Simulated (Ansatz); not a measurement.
# Resistivity from frozen vibrations: Au(111) with 4 thermally displaced layers, 2x2

How much do lattice vibrations at 300 K scatter the electrons of Au? Layers with random displacements are laid between perfect leads, and the resistance is followed against their length.

Calculated with Ansatz 0.2.0; Ansatz plane-wave DFT, PBE, PAW files; ballistic transport by layer matching (Landauer), zero bias; PAW set soft_1.

## (1) Starting point

The cell holds 40 atoms: 40 Au. Its edges and angles: a = 5.768 Å, b = 5.768 Å, c = 23.605 Å, α = 93.5°, β = 86.5°, γ = 120.0°. It derives from Au. Regions: lead, 24 atoms (24 Au); scattering region, 16 atoms (16 Au). The structure is stacked along c, and the current runs across the ab planes.

## (2) With 4 displaced layers

Each atom of 4 layers is moved at random, by amounts drawn from a normal law 0.0906 Å wide in each direction from the Debye model (165 K) at 300 K. The layers about the cell's end stay perfect and serve as the lead. Disorder leaves little or no symmetry, which makes such runs dear. Energies from -0.05 to 0.05 eV in steps of 0.05 eV are too few for the program's thermal sum, so it prints no conductance; for a metal the transmission near the Fermi level serves, at a fraction of the cost.

input.yaml reads:

```yaml
crystal:
  lattice:
    - [5.7675164607, 0.0, 0.0]
    - [-2.8837582304, 4.9948157718, 0.0]
    - [1.4418791152, -0.8324692953, 23.5457873532]
  atoms:
    - { symbol: Au, position: [0.9916666667, 0.0083333333, 0.05] }
    - { symbol: Au, position: [0.9916666667, 0.5083333333, 0.05] }
    - { symbol: Au, position: [0.4916666667, 0.0083333333, 0.05] }
    - { symbol: Au, position: [0.4916666667, 0.5083333333, 0.05] }
    - { symbol: Au, position: [0.1416666667, 0.3583333333, 0.15] }
    - { symbol: Au, position: [0.1416666667, 0.8583333333, 0.15] }
    - { symbol: Au, position: [0.6416666667, 0.3583333333, 0.15] }
    - { symbol: Au, position: [0.6416666667, 0.8583333333, 0.15] }
    - { symbol: Au, position: [0.2916666667, 0.2083333333, 0.25] }
    - { symbol: Au, position: [0.2916666667, 0.7083333333, 0.25] }
    - { symbol: Au, position: [0.7916666667, 0.2083333333, 0.25] }
    - { symbol: Au, position: [0.7916666667, 0.7083333333, 0.25] }
    - { symbol: Au, position: [0.9537514126, 0.0837849339, 0.3547128762] }
    - { symbol: Au, position: [0.9312854208, 0.5525898607, 0.3479705613] }
    - { symbol: Au, position: [0.449629478, 0.0577953298, 0.352874107] }
    - { symbol: Au, position: [0.4269160106, 0.5866890276, 0.3496289173] }
    - { symbol: Au, position: [0.1013598035, 0.4056128536, 0.4485411825] }
    - { symbol: Au, position: [0.1065503996, 0.9231602979, 0.4492206403] }
    - { symbol: Au, position: [0.5960439707, 0.4202138617, 0.446650823] }
    - { symbol: Au, position: [0.5718884638, 0.9150683219, 0.4474195809] }
    - { symbol: Au, position: [0.2044146612, 0.2432663244, 0.5482006275] }
    - { symbol: Au, position: [0.2093612738, 0.7312832061, 0.5501409868] }
    - { symbol: Au, position: [0.7541247303, 0.2536273578, 0.5471385517] }
    - { symbol: Au, position: [0.754412699, 0.7711517367, 0.5488455226] }
    - { symbol: Au, position: [0.9098150675, 0.1271185929, 0.6492036064] }
    - { symbol: Au, position: [0.88188089, 0.6147985565, 0.6509525862] }
    - { symbol: Au, position: [0.3977019352, 0.0846064259, 0.6474540327] }
    - { symbol: Au, position: [0.3626903582, 0.5769590097, 0.6504865356] }
    - { symbol: Au, position: [0.0416666667, 0.4583333333, 0.75] }
    - { symbol: Au, position: [0.0416666667, 0.9583333333, 0.75] }
    - { symbol: Au, position: [0.5416666667, 0.4583333333, 0.75] }
    - { symbol: Au, position: [0.5416666667, 0.9583333333, 0.75] }
    - { symbol: Au, position: [0.1916666667, 0.3083333333, 0.85] }
    - { symbol: Au, position: [0.1916666667, 0.8083333333, 0.85] }
    - { symbol: Au, position: [0.6916666667, 0.3083333333, 0.85] }
    - { symbol: Au, position: [0.6916666667, 0.8083333333, 0.85] }
    - { symbol: Au, position: [0.8416666667, 0.1583333333, 0.95] }
    - { symbol: Au, position: [0.8416666667, 0.6583333333, 0.95] }
    - { symbol: Au, position: [0.3416666667, 0.1583333333, 0.95] }
    - { symbol: Au, position: [0.3416666667, 0.6583333333, 0.95] }
kpoints:
  mp_grid: { grid: [5, 5, 1] }
hamiltonian:
  xc: pbe
  pseudopotentials: { kind: paw, azcp: { folder: soft_1 } }
scf:
  occupations: { method: fermi_dirac, width: 0.1 }
output:
  transmission:
    leads: [[0, 4]]
    kmesh: [10, 10]
    e_range: [-0.05, 0.05]
    de: 0.05
  write_potential: true
  write_density: true
  volumetric_format: npy
```

The run is started by

```
$ ansatz run input.yaml --threads 4 --pin off --max-ram 15360MiB --backend cpu --events-out ev --progress --plain --runs-dir out
```

Numbers of over 12 decimals in the logs are rounded to 6 here.

Log:

```text
Engine: ansatz 0.2.0, aarch64-unknown-linux-gnu
Pseudopotentials: kind: paw
Pseudopotential: Au, paw, valence charge 19, recommended cutoff 420 eV (normal), soft_1/Au.paw.azcp
Functional definition: PBE
  parameter kappa = 0.804
  parameter beta = 0.066725
  exchange = pbe_x(kappa = kappa, mu = beta*pi^2/3)
  correlation = pbe_c(beta = beta)
Crystal: 40 atoms, lattice volume = 678.300 Å³
Basis set: ecut = 420 eV, 13321 PW (Γ)
Bands: 456, of which v1, the nominal top of the filled ones, is band 380 counted from 1 (379 counted from 0)
Symmetry: 1 space group operations
Space group: P1 (ITA 1), of the structure as read, at distance tolerance 8.8e-5 Å
k-points: 13 of 25 (time reversal used)
Non-local potential: Au, projectors of the file, l = 0: 3, l = 1: 2, l = 2: 2, l = 3: 1
PAW form: soft (Blöchl's): semilocal exchange-correlation on the pseudo side does not see the compensation charge
PAW one-centre angular grid: Au, 590 points (default); XC on 64 Gauss nodes
Initial density: superposition of atomic densities (chi_scale 0.1, normalization cell)
Initial wavefunctions: pseudopotential atomic-orbital guess
Functional: x = pbe(κ = 0.804, μ = 0.219515), c = pbe(β = 0.066725)
SCF iter   1: F=—  HF=-526055.796123 eV  |F-HF|=—  |Δ(HF+E_count)|=         —  Δρ=6.75e-2  dr2=3.39e1  ethr=3.10e-3  ⟨swp⟩=4.0  Hψ=17620  notcnv=0  defer=118
preconditioner: auto → Kerker (q_TF=auto, 2.781 Å⁻¹)  [metal: Δε(μ)=0.019 eV  Ē_g=10.189 eV  σ=0.100 eV  W_gap=0.05  n_scr=260 (ndim 8)  ℏωp=29.9 eV  f_vac=0.000  D(μ)=18.49/eV (n_scr^D=122)]
SCF iter   2: F=—  HF=-526047.724436 eV  |F-HF|=—  |Δ(HF+E_count)|=    8.07e0  Δρ=3.10e-2  dr2=6.93e0  ethr=3.10e-3  ⟨swp⟩=2.9  Hψ=9820  notcnv=0  defer=714
SCF iter   3: F=—  HF=-526045.782200 eV  |F-HF|=—  |Δ(HF+E_count)|=    1.94e0  Δρ=7.42e-3  dr2=2.25e-1  ethr=9.12e-4  ⟨swp⟩=2.0  Hψ=8243  notcnv=0  defer=714
SCF iter   4: F=—  HF=-526045.843386 eV  |F-HF|=—  |Δ(HF+E_count)|=   6.12e-2  Δρ=1.30e-3  dr2=7.76e-3  ethr=2.96e-5  ⟨swp⟩=2.7  Hψ=11791  notcnv=0  defer=714
SCF iter   5: F=—  HF=-526045.846948 eV  |F-HF|=—  |Δ(HF+E_count)|=   3.56e-3  Δρ=2.98e-4  dr2=7.56e-4  ethr=1.02e-6  ⟨swp⟩=2.0  Hψ=7937  notcnv=0  defer=714
SCF iter   6: F=—  HF=-526045.846980 eV  |F-HF|=—  |Δ(HF+E_count)|=   3.17e-5  Δρ=8.96e-5  dr2=1.72e-4  ethr=9.95e-8  ⟨swp⟩=2.3  Hψ=7967  notcnv=0  defer=714
SCF iter   7: F=—  HF=-526045.846994 eV  |F-HF|=—  |Δ(HF+E_count)|=   1.46e-5  Δρ=3.80e-5  dr2=1.53e-5  ethr=2.26e-8  ⟨swp⟩=1.0  Hψ=5214  notcnv=0  defer=714
SCF iter   8: F=—  HF=-526045.847365 eV  |F-HF|=—  |Δ(HF+E_count)|=   3.71e-4  Δρ=7.58e-6  dr2=2.68e-6  ethr=2.01e-9  ⟨swp⟩=2.2  Hψ=8080  notcnv=0  defer=714
SCF iter   9: F=—  HF=-526045.847365 eV  |F-HF|=—  |Δ(HF+E_count)|=   4.07e-9  Δρ=2.26e-6  dr2=2.16e-7  ethr=3.53e-10  ⟨swp⟩=1.0  Hψ=5214  notcnv=0  defer=714
SCF iter  10: F=-526045.847365 eV  HF=-526045.847365 eV  |F-HF|=4.97e-8  |Δ(HF+E_count)|=   7.57e-9  Δρ=1.29e-6  dr2=5.38e-8  ethr=1.32e-11  ⟨swp⟩=8.5  Hψ=22237  notcnv=0
SCF 1 converged in 10 iterations: F = -526045.847365 eV  dr2 = 5.38e-8
  greatest PAW one-centre occupation: 1.000 electrons in one spin orbital (limit 2), on the Au atom at site 8 (counted from 0), in its partial waves of l = 0
transmission: 162 of 1560 steps passed
transmission: 315 of 1560 steps passed
[...]
transmission: 1560 of 1560 steps passed
SCF converged after 10 iterations
Free energy (F): -526045.847365 eV
Harris-Foulkes:  -526045.847365 eV  (|F-HF|=4.97e-8)
Internal energy: -526045.368827 eV  (E = F + TS)
E sigma→0 (E₀):  -526045.608096 eV
Entropy (-TS):   -0.478538 eV (-11.963 meV/atom)
Fermi energy:    20.733641 eV
--- Per-component energies (eV) ---
  E_band       = -8243.749622
  E_kinetic    = 23145.423195
  E_local      = -68099.202979  (includes V_loc(G=0)·N_el)
  E_nonlocal   = 3921.635552
  E_hartree    = 29555.756894
  E_xc         = -8625.414405
  E_vxc        = -10477.643354  (∫ρ·V_xc dr)
  E_paw        = -389265.170912  (= ΣΔE_a)
  E_vpaw       = -15845.542765  (= ΣTr[D̂ρ^β])
  E_aug_tail   = 0.066971  (compensation charges beyond the density's cutoff)
  E_ewald      = -116678.463143
  E_smearing   = -0.478538  (= −TS)
  E_closure    = 0.000000  (closes the sum)
  Σ components = -526045.847365   (vs F -526045.847365, Δ=0.00e0)
--- Band table (eV; the first three rows and the last of 13) ---
  k-point 0: bands = [... 376 lower, 20.7898, 21.2115, 21.2333, 21.2673, 21.2961, 21.5281, 21.5612, 21.6705, ... 72 higher]
  k-point 1: bands = [... 376 lower, 20.3476, 20.4367, 20.5078, 20.6562, 20.7681, 20.8589, 20.9712, 21.0570, ... 72 higher]
  k-point 2: bands = [... 376 lower, 20.5157, 20.5373, 20.5536, 20.6017, 20.6594, 20.8147, 20.8973, 21.0684, ... 72 higher]
  k-point 12: bands = [... 376 lower, 19.5239, 20.2128, 20.3687, 20.7074, 20.7647, 20.8189, 21.2646, 22.2473, ... 72 higher]
--- Transmission ---
  basis      : 253 plane waves across, 30 finite elements along
  points     : 52, standing for a mesh of 10 x 10
  energies   : 3 from -0.050000 to 0.050000 eV about the Fermi level, 0.050000 eV apart; the leads are filled to 0.000000 eV, and channels, transmission and decay are at 0.000000 eV
  crystal 0  : Au4, at the sites [0, 4], period 2.3546 Å, over 14.13 Å; its Hamiltonian steps by up to 5.3 meV
    offset         : up to 0.0000 Å between an atom of the period and one for which it stands
    channels       : 3.210000e0 a spin
    conductance    : none, the energies end too early or step too widely for 300 K: set another output.transmission.e_range or a lower de, or, where they end at an eighth of basis.ecutwfc, a higher one
  junction   : crystal 0 to crystal 0, 0.70 to 21.89 Å
    transmission   : 3.132469e0 a spin
    conductance    : none, the energies end too early or step too widely for 300 K: set another output.transmission.e_range or a lower de, or, where they end at an eighth of basis.ecutwfc, a higher one
```

Elapsed: 13 min, on 4 threads of Arm Neoverse V1, shared host; peak memory 6.5 GiB; 47 min of CPU time.

In the SCF lines HF is the Harris–Foulkes energy and dr2 the Hartree energy of the density residual, in eV; the loop may stop once dr2 is under the threshold and the program's other checks hold. Hψ counts applications of the Hamiltonian.

This step gave:

- free energy: -526045.8474 eV
- energy at zero smearing: -526045.6081 eV
- Fermi energy: 20.73 eV
- cell area: 28.81 Å²
- transmission per spin nearest the Fermi level: 3.132
- open channels per spin nearest the Fermi level: 3.21
- step of the lead's potential: 5.3 meV

Per spin. Transmission, zone mean against energy, zero at the Fermi level:

| energy (eV) | transmission, zone mean |
| --- | --- |
| -0.0500 | 3.13 |
| 0.0000 | 3.13 |
| 0.0500 | 3.14 |

Per spin. The open channels, zone mean, lead stays at 3.21 for energy from -0.05 to 0.05 eV.

Transmission over k1 and k2. At 0.0000 eV from the Fermi level.

Ten even steps from '_' (2.74) to '@' (3.82):
```
::@@::::::%%::::::::
::::@@::::%%::::::::
::::::@@::%%::::::::
::::::::____::::::::
@@@@@@@@......@@@@@@
::::::::::____::::::
::::::::::%%::@@::::
::::::::::%%::::@@::
::::::::::%%::::::@@
@@::::::::%%::::::::
```
Columns: k1 (b1) from -0.5 to 0.4; rows upwards: k2 (b2) from -0.5 to 0.4.

Open channels over k1 and k2. At 0.0000 eV from the Fermi level.

Values, 10 rows by 10 columns:
```
3.00 4.00 3.00 3.00 3.00 4.00 3.00 3.00 3.00 3.00
3.00 3.00 4.00 3.00 3.00 4.00 3.00 3.00 3.00 3.00
3.00 3.00 3.00 4.00 3.00 4.00 3.00 3.00 3.00 3.00
3.00 3.00 3.00 3.00 3.00 3.00 3.00 3.00 3.00 3.00
4.00 4.00 4.00 4.00 3.00 3.00 3.00 4.00 4.00 4.00
3.00 3.00 3.00 3.00 3.00 3.00 3.00 3.00 3.00 3.00
3.00 3.00 3.00 3.00 3.00 4.00 3.00 4.00 3.00 3.00
3.00 3.00 3.00 3.00 3.00 4.00 3.00 3.00 4.00 3.00
3.00 3.00 3.00 3.00 3.00 4.00 3.00 3.00 3.00 4.00
4.00 3.00 3.00 3.00 3.00 4.00 3.00 3.00 3.00 3.00
```
Columns: k1 (b1) from -0.5 to 0.4; rows upwards: k2 (b2) from -0.5 to 0.4.

Over the solved energies the transmission per spin lies between 3.13 and 3.14, out of 3.21 channels of the lead on average (up to 3.21).

## (3) With 8 displaced layers

Each atom of 8 layers is moved at random, by amounts drawn from a normal law 0.0906 Å wide in each direction from the Debye model (165 K) at 300 K. A fresh draw is used; the growth of the resistance with length is what counts.

System of this step: Au(111) with 8 thermally displaced layers, 2x2. The cell holds 56 atoms: 56 Au. Cell: a = 5.768 Å, b = 5.768 Å, c = 33.006 Å, α = 87.5°, β = 92.5°, γ = 120.0°. It derives from Au. Regions: lead, 24 atoms (24 Au); scattering region, 32 atoms (32 Au). The structure is stacked along c, and the current runs across the ab planes.

input.yaml reads:

```yaml
crystal:
  lattice:
    - [5.7675164607, 0.0, 0.0]
    - [-2.8837582304, 4.9948157718, 0.0]
    - [-1.4418791152, 0.8324692953, 32.9641022945]
  atoms:
    - { symbol: Au, position: [0.005952381, 0.994047619, 0.0357142857] }
    - { symbol: Au, position: [0.005952381, 0.494047619, 0.0357142857] }
    - { symbol: Au, position: [0.505952381, 0.994047619, 0.0357142857] }
    - { symbol: Au, position: [0.505952381, 0.494047619, 0.0357142857] }
    - { symbol: Au, position: [0.1845238095, 0.3154761905, 0.1071428571] }
    - { symbol: Au, position: [0.1845238095, 0.8154761905, 0.1071428571] }
    - { symbol: Au, position: [0.6845238095, 0.3154761905, 0.1071428571] }
    - { symbol: Au, position: [0.6845238095, 0.8154761905, 0.1071428571] }
    - { symbol: Au, position: [0.3630952381, 0.1369047619, 0.1785714286] }
    - { symbol: Au, position: [0.3630952381, 0.6369047619, 0.1785714286] }
    - { symbol: Au, position: [0.8630952381, 0.1369047619, 0.1785714286] }
    - { symbol: Au, position: [0.8630952381, 0.6369047619, 0.1785714286] }
    - { symbol: Au, position: [0.0438922852, 0.9442967403, 0.2538086707] }
    - { symbol: Au, position: [0.0604534096, 0.4695300555, 0.2511041556] }
    - { symbol: Au, position: [0.5448801754, 0.9338896772, 0.251687483] }
    - { symbol: Au, position: [0.5352618007, 0.4261075494, 0.2509538673] }
    - { symbol: Au, position: [0.2231913614, 0.294140038, 0.3202217394] }
    - { symbol: Au, position: [0.2226598105, 0.7863827312, 0.3190200272] }
    - { symbol: Au, position: [0.7289155676, 0.2776322382, 0.322782238] }
    - { symbol: Au, position: [0.7221693012, 0.7991885921, 0.323092065] }
    - { symbol: Au, position: [0.4023217973, 0.1120772127, 0.3963197797] }
    - { symbol: Au, position: [0.413080758, 0.5722408814, 0.3952845707] }
    - { symbol: Au, position: [0.9048032093, 0.0999489839, 0.3900901646] }
    - { symbol: Au, position: [0.9073754418, 0.5780425466, 0.3944154824] }
    - { symbol: Au, position: [0.0831853948, 0.8937392792, 0.463454196] }
    - { symbol: Au, position: [0.0597206448, 0.4263524931, 0.4684482145] }
    - { symbol: Au, position: [0.5927797155, 0.890627048, 0.4627053758] }
    - { symbol: Au, position: [0.6029516155, 0.4510762562, 0.4654434785] }
    - { symbol: Au, position: [0.2469178156, 0.2494452638, 0.5356686052] }
    - { symbol: Au, position: [0.2462673095, 0.7305467434, 0.5367787306] }
    - { symbol: Au, position: [0.759844203, 0.2424624238, 0.5351049413] }
    - { symbol: Au, position: [0.7319094992, 0.7346755985, 0.539030404] }
    - { symbol: Au, position: [0.4190832672, 0.0387484414, 0.6108107848] }
    - { symbol: Au, position: [0.462003442, 0.6036887181, 0.6073146818] }
    - { symbol: Au, position: [0.9147516732, 0.0386091321, 0.6107816369] }
    - { symbol: Au, position: [0.9671481511, 0.5508806863, 0.6053642341] }
    - { symbol: Au, position: [0.1148060296, 0.8719660574, 0.677827756] }
    - { symbol: Au, position: [0.1098419608, 0.3898853916, 0.6815807107] }
    - { symbol: Au, position: [0.6215841786, 0.9037663495, 0.6774172973] }
    - { symbol: Au, position: [0.5981867398, 0.348781112, 0.6745860164] }
    - { symbol: Au, position: [0.2990833251, 0.197362228, 0.7515939881] }
    - { symbol: Au, position: [0.3125519726, 0.7319478438, 0.7522315234] }
    - { symbol: Au, position: [0.8063107288, 0.2066274819, 0.7480806524] }
    - { symbol: Au, position: [0.7752297587, 0.699997694, 0.7468944855] }
    - { symbol: Au, position: [0.4702380952, 0.0297619048, 0.8214285714] }
    - { symbol: Au, position: [0.4702380952, 0.5297619048, 0.8214285714] }
    - { symbol: Au, position: [0.9702380952, 0.0297619048, 0.8214285714] }
    - { symbol: Au, position: [0.9702380952, 0.5297619048, 0.8214285714] }
    - { symbol: Au, position: [0.1488095238, 0.8511904762, 0.8928571429] }
    - { symbol: Au, position: [0.1488095238, 0.3511904762, 0.8928571429] }
    - { symbol: Au, position: [0.6488095238, 0.8511904762, 0.8928571429] }
    - { symbol: Au, position: [0.6488095238, 0.3511904762, 0.8928571429] }
    - { symbol: Au, position: [0.3273809524, 0.1726190476, 0.9642857143] }
    - { symbol: Au, position: [0.3273809524, 0.6726190476, 0.9642857143] }
    - { symbol: Au, position: [0.8273809524, 0.1726190476, 0.9642857143] }
    - { symbol: Au, position: [0.8273809524, 0.6726190476, 0.9642857143] }
kpoints:
  mp_grid: { grid: [5, 5, 1] }
hamiltonian:
  xc: pbe
  pseudopotentials: { kind: paw, azcp: { folder: soft_1 } }
scf:
  occupations: { method: fermi_dirac, width: 0.1 }
output:
  transmission:
    leads: [[0, 4]]
    kmesh: [10, 10]
    e_range: [-0.05, 0.05]
    de: 0.05
  write_potential: true
  write_density: true
  volumetric_format: npy
```

Log:

```text
[...]
Crystal: 56 atoms, lattice volume = 949.619 Å³
Basis set: ecut = 420 eV, 18659 PW (Γ)
Bands: 639, of which v1, the nominal top of the filled ones, is band 532 counted from 1 (531 counted from 0)
Symmetry: 1 space group operations
[...]
k-points: 13 of 25 (time reversal used)
[...]
SCF iter   1: F=—  HF=-736476.734406 eV  |F-HF|=—  |Δ(HF+E_count)|=         —  Δρ=6.74e-2  dr2=4.73e1  ethr=3.10e-3  ⟨swp⟩=4.0  Hψ=24693  notcnv=0  defer=201
[...]
SCF iter  11: F=-736462.835091 eV  HF=-736462.835091 eV  |F-HF|=1.46e-8  |Δ(HF+E_count)|=   3.26e-9  Δρ=6.63e-7  dr2=1.79e-8  ethr=9.40e-12  ⟨swp⟩=2.0  Hψ=15259  notcnv=0
SCF 1 converged in 11 iterations: F = -736462.835091 eV  dr2 = 1.79e-8
[...]
transmission: 230 of 2288 steps passed
transmission: 458 of 2288 steps passed
[...]
transmission: 2288 of 2288 steps passed
SCF converged after 11 iterations
Free energy (F): -736462.835091 eV
[...]
Internal energy: -736462.168184 eV  (E = F + TS)
E sigma→0 (E₀):  -736462.501638 eV
Entropy (-TS):   -0.666907 eV (-11.909 meV/atom)
Fermi energy:    20.728625 eV
[...]
--- Band table (eV; the first three rows and the last of 13) ---
  k-point 0: bands = [... 528 lower, 20.8811, 21.1429, 21.2135, 21.3793, 21.3967, 21.4354, 21.4915, 21.5612, ... 103 higher]
  k-point 1: bands = [... 528 lower, 20.4147, 20.4883, 20.6080, 20.6874, 20.7672, 20.7802, 20.8315, 20.9141, ... 103 higher]
  k-point 2: bands = [... 528 lower, 20.5092, 20.5362, 20.5737, 20.6436, 20.7340, 20.7724, 20.8651, 20.9982, ... 103 higher]
  k-point 12: bands = [... 528 lower, 19.9135, 19.9479, 20.1603, 20.8028, 20.9716, 21.1611, 21.1876, 21.3042, ... 103 higher]
--- Transmission ---
  basis      : 253 plane waves across, 44 finite elements along
  points     : 52, standing for a mesh of 10 x 10
[...]
channels       : 3.210000e0 a spin
[...]
junction   : crystal 0 to crystal 0, 0.70 to 31.31 Å
    transmission   : 3.040523e0 a spin
[...]
```

It took 23 min on 4 threads; peak memory 8 GiB; 88 min of CPU time.

This step gave:

```
free energy                                   : -736462.8351 eV
energy at zero smearing                       : -736462.5016 eV
transmission per spin nearest the Fermi level : 3.041
step of the lead's potential                  : 4.6 meV
```

Per spin. Table of transmission, zone mean by energy, zero at the Fermi level:

| energy (eV) | transmission, zone mean |
| --- | --- |
| -0.0500 | 3.02 |
| 0.0000 | 3.04 |
| 0.0500 | 3.04 |

Over the solved energies the transmission per spin lies between 3.02 and 3.04, out of 3.21 channels of the lead on average (up to 3.21).

[end of part 1 of 2]

[Logs are printed without paths, hosts, clocks, repeated set-up lines and the standing remarks that a program may print on its own settings, such as how far it seeks lower states.]

[Hosts, paths, dates, database ids (printed as entryN), source tags and the programs' standing remarks are cut or masked in the printed files.]
